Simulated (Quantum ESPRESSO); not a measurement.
# Thickness dependence of 1T-PtSe2, part 3 of 7

What does each added layer of 1T-PtSe2 bring in screening, and what does it do to the gap?

Quantum ESPRESSO 7.5; plane-wave DFT, PBE, GBRV ultrasoft pseudopotentials.

So far. Step 2 (Relaxing cell and ions, 1 layer):  The last row is no step: it is a fresh SCF in the final cell with a new plane-wave basis, +0 meV from the row before. Step 3 (SCF with pw.x, 1 layer: no field): The run needed 12 iterations to bring the estimated error under 1e-09 Ry; the largest force on any atom, held or free, is 0.09 eV/Å.

### 6. SCF with pw.x, 1 layer: field −0.1 V/Å

The field is reversed. With a mirror plane this checks symmetry and convergence alone; for a polar sheet it tests linearity.

File n1.f2.in:

```
&control
  prefix = 'n1.f2'
  outdir = './out'
  pseudo_dir = './pseudo'
  calculation = 'scf'
  tprnfor = .true.
  tefield = .true.
  dipfield = .true.
/
&system
  ibrav = 0
  nat = 3
  ntyp = 2
  ecutwfc = 40
  ecutrho = 200
  occupations = 'smearing'
  smearing = 'fd'
  degauss = 0.004
  edir = 3
  emaxpos = 0.97
  eopreg = 0.04
  eamp = -0.00194469
  nbnd = 18
/
&electrons
  conv_thr = 1e-09
  mixing_beta = 0.4
  electron_maxstep = 120
  mixing_mode = 'plain'
  startingpot = 'file'
/
ATOMIC_SPECIES
  Se  78.9710  se_pbe_v1.uspp.F.UPF
  Pt  195.0840  pt_pbe_v1.4.uspp.F.UPF
CELL_PARAMETERS angstrom
  3.70631276100000 0.00000000000000 0.00000000000000
  -1.85315638100000 3.20976100600000 0.00000000000000
  0.00000000000000 0.00000000000000 19.26771779500000
ATOMIC_POSITIONS crystal
  Se  0.666666666700 0.333333333300 0.431341586400
  Pt  0.000000000000 0.000000000000 0.500000000000
  Se  0.333333333300 0.666666666700 0.568658413600
K_POINTS automatic
  12 12 1 0 0 0
```

Launch:

```console
$ cp -r out/n1.f0.save out/n1.f2.save
$ OMP_NUM_THREADS=1 mpirun -n 4 pw.x -nk 4 -in n1.f2.in > n1.f2.out
```

The program printed:

```text
[banner, memory and clock lines left out]
Program PWSCF v.7.5 starts
[citation notice left out]

[...]
bravais-lattice index     =            0
     lattice parameter (alat)  =       7.0039  a.u.
     unit-cell volume          =    1546.8266 (a.u.)^3
     number of atoms/cell      =            3
     number of atomic types    =            2
     number of electrons       =        28.00
     number of Kohn-Sham states=           18
     kinetic-energy cutoff     =      40.0000  Ry
     charge density cutoff     =     200.0000  Ry
     scf convergence threshold =      1.0E-09
     mixing beta               =       0.4000
     number of iterations used =            8  plain     mixing
     Exchange-correlation=  SLA  PW   PBX  PBC
                           (   1   4   3   4   0   0   0)

[...]
PseudoPot. # 1 for Se read from file:
     ./pseudo/se_pbe_v1.uspp.F.UPF
     Pseudo is Ultrasoft + core correction, Zval =  6.0
     Generated by new atomic code, or converted to UPF format
     Using radial grid of  877 points,  6 beta functions with:
                l(1) =   0
                l(2) =   0
                l(3) =   1
                l(4) =   1
                l(5) =   2
                l(6) =   2
     Q(r) pseudized with  8 coefficients,  rinner =    1.300   1.300   1.300
                                                       1.300   1.300

     PseudoPot. # 2 for Pt read from file:
     ./pseudo/pt_pbe_v1.4.uspp.F.UPF
     Pseudo is Ultrasoft + core correction, Zval = 16.0
     Generated by new atomic code, or converted to UPF format
     Using radial grid of  985 points,  6 beta functions with:
                l(1) =   0
                l(2) =   0
                l(3) =   1
                l(4) =   1
                l(5) =   2
                l(6) =   2
     Q(r) pseudized with  8 coefficients,  rinner =    1.300   1.300   1.300
                                                       1.300   1.300

     atomic species   valence    mass     pseudopotential
     Se                6.00    78.97100     Se( 1.00)
     Pt               16.00   195.08400     Pt( 1.00)

     No symmetry found

[...]
number of k points=    74  Fermi-Dirac smearing, width (Ry)=  0.0040
[...]
Dense  grid:    73963 G-vectors     FFT dimensions: (  32,  32, 180)

     Smooth grid:    52929 G-vectors     FFT dimensions: (  30,  30, 150)

     The initial density is read from file :
     ./out/n1.f2.save/charge-density

     negative rho (up, down):  1.705E-01 0.000E+00

     Adding external electric field

     Computed dipole along edir(3) :
        Dipole               -0.0000 Ry au,         -0.0001 Debye
        Dipole field         -0.0000 Ry au,

        E field amplitude [Ha a.u.]: -1.9447E-03
        Potential amp.       -0.1359 Ry
        Total length         34.9543 bohr

     Starting wfcs are   20 randomized atomic wfcs

     per-process dynamical memory:    80.8 Mb

     Self-consistent Calculation

     iteration #  1     ecut=    40.00 Ry     beta= 0.40
     Davidson diagonalization with overlap
     c_bands:  1 eigenvalues not converged
     c_bands:  1 eigenvalues not converged
     c_bands:  1 eigenvalues not converged
     ethr =  1.00E-05,  avg # of iterations = 16.5

     negative rho (up, down):  1.705E-01 0.000E+00

     Adding external electric field

     Computed dipole along edir(3) :
        Dipole               -0.2425 Ry au,         -0.6163 Debye
        Dipole field         -0.0020 Ry au,

        E field amplitude [Ha a.u.]: -1.9447E-03
        Potential amp.        0.0018 Ry
        Total length         34.9543 bohr

     total energy              =    -297.97814602 Ry
     estimated scf accuracy    <       0.01349995 Ry

     iteration #  2     ecut=    40.00 Ry     beta= 0.40
[...]
negative rho (up, down):  1.705E-01 0.000E+00

[...]
Dipole               -0.0576 Ry au,         -0.1465 Debye
[...]
E field amplitude [Ha a.u.]: -1.9447E-03
[...]
total energy              =    -297.97047609 Ry
     estimated scf accuracy    <       0.21284700 Ry

     iteration #  3     ecut=    40.00 Ry     beta= 0.40
[...]
negative rho (up, down):  1.705E-01 0.000E+00

[...]
Dipole               -0.0581 Ry au,         -0.1476 Debye
[...]
E field amplitude [Ha a.u.]: -1.9447E-03
[...]
total energy              =    -297.98552366 Ry
     estimated scf accuracy    <       0.00005923 Ry

     iteration #  4     ecut=    40.00 Ry     beta= 0.40
[...]
negative rho (up, down):  1.705E-01 0.000E+00

[...]
Dipole               -0.0601 Ry au,         -0.1527 Debye
[...]
E field amplitude [Ha a.u.]: -1.9447E-03
[...]
total energy              =    -297.98556621 Ry
     estimated scf accuracy    <       0.00000429 Ry

     iteration #  5     ecut=    40.00 Ry     beta= 0.40
[...]
negative rho (up, down):  1.705E-01 0.000E+00

[...]
Dipole               -0.0610 Ry au,         -0.1550 Debye
[...]
E field amplitude [Ha a.u.]: -1.9447E-03
[...]
total energy              =    -297.98556751 Ry
     estimated scf accuracy    <       0.00000041 Ry

     iteration #  6     ecut=    40.00 Ry     beta= 0.40
[...]
negative rho (up, down):  1.705E-01 0.000E+00

[...]
Dipole               -0.0611 Ry au,         -0.1554 Debye
[...]
E field amplitude [Ha a.u.]: -1.9447E-03
[...]
total energy              =    -297.98556764 Ry
     estimated scf accuracy    <       0.00000010 Ry

     iteration #  7     ecut=    40.00 Ry     beta= 0.40
[...]
negative rho (up, down):  1.705E-01 0.000E+00

[...]
Dipole               -0.0613 Ry au,         -0.1558 Debye
[...]
E field amplitude [Ha a.u.]: -1.9447E-03
[...]
total energy              =    -297.98556766 Ry
     estimated scf accuracy    <          9.1E-09 Ry

     iteration #  8     ecut=    40.00 Ry     beta= 0.40
[...]
negative rho (up, down):  1.705E-01 0.000E+00

[...]
Dipole               -0.0613 Ry au,         -0.1559 Debye
[...]
E field amplitude [Ha a.u.]: -1.9447E-03
[...]
total energy              =    -297.98556766 Ry
     estimated scf accuracy    <          1.1E-09 Ry

     iteration #  9     ecut=    40.00 Ry     beta= 0.40
[...]
negative rho (up, down):  1.705E-01 0.000E+00

[...]
Dipole               -0.0612 Ry au,         -0.1556 Debye
[...]
E field amplitude [Ha a.u.]: -1.9447E-03
[...]
End of self-consistent calculation

          k = 0.0000 0.0000 0.0000 (  6607 PWs)   bands (ev):

   -54.2513 -54.2513 -54.2068 -15.5409 -13.7620  -6.6384  -6.5867  -6.5867
    -4.3643  -4.3643  -2.7797  -2.1547  -1.4822  -1.4822   1.4876   1.4876
     2.9411   3.5950

          k = 0.0000 0.0962 0.0000 (  6565 PWs)   bands (ev):

   -54.2521 -54.2515 -54.2067 -15.4652 -13.7658  -6.6053  -6.5602  -6.5417
    -4.4691  -4.4188  -3.0200  -2.0231  -1.5426  -1.4784   0.9862   1.3731
     3.1564   3.7551

[...]
the Fermi energy is    -0.7706 ev

!    total energy              =    -297.98556766 Ry
     estimated scf accuracy    <          5.7E-10 Ry
     smearing contrib. (-TS)   =      -0.00000006 Ry
     internal energy E=F+TS    =    -297.98556760 Ry

     The total energy is F=E-TS. E is the sum of the following terms:
     one-electron contribution =   -1005.00891031 Ry
     hartree contribution      =     506.01743078 Ry
     xc contribution           =    -116.25328203 Ry
     ewald contribution        =     317.25940163 Ry
     electric field correction =      -0.00020767 Ry

     convergence has been achieved in   9 iterations

     negative rho (up, down):  1.705E-01 0.000E+00

     Forces acting on atoms (cartesian axes, Ry/au):

     atom    1 type  1   force =     0.00000001   -0.00000001   -0.00344994
     atom    2 type  2   force =    -0.00000001    0.00000002    0.00002585
     atom    3 type  1   force =     0.00000000   -0.00000001    0.00342409

     Total force =     0.004861     Total SCF correction =     0.000193

[...]
```

It took 54 s on 4 MPI ranks of Arm Neoverse V1, shared host; peak memory 0.48 GiB.

This step gave:

```
Fermi energy                         : -0.7706 eV
dipole along the normal              : -0.03240 e·Å
valence top, on the run's zero       : -1.478 eV
conduction bottom, on the run's zero : -0.1026 eV
```

### 7. Electrostatic potential, 1 layer

File n1.f1.pot.in:

```
&inputpp
  prefix = 'n1.f1'
  outdir = './out'
  filplot = 'n1.f1.pot.dat'
  plot_num = 11
/
```

Launch:

```console
$ OMP_NUM_THREADS=1 mpirun -n 4 pp.x -in n1.f1.pot.in > n1.f1.pot.out
```

Wall time 1 s (4 MPI ranks); peak memory 0.1 GiB.

Numbers from this step:

```
slope of the potential above                                          : 0.1000 eV/Å
upper vacuum line continued to the top atoms, over the valence top    : 5.540 eV
slope of the potential below                                          : 0.09995 eV/Å
lower vacuum line continued to the bottom atoms, over the valence top : 5.769 eV
```

The slope in the vacuum is 0.100 eV/Å for an applied 0.10 V/Å, as it should be.

[end of part 3 of 7]

[Logs are printed without paths, hosts, clocks, repeated set-up lines and the standing remarks that a program may print on its own settings, such as how far it seeks lower states.]

[Hosts, paths, dates, database ids (printed as entryN), source tags and the programs' standing remarks are cut or masked in the printed files.]

[Maps of the electrostatic potential energy from Ansatz leave out the sawtooth potential of an applied field or a dipole correction, so their vacuum need not be flat; planar profiles and work functions include it.]
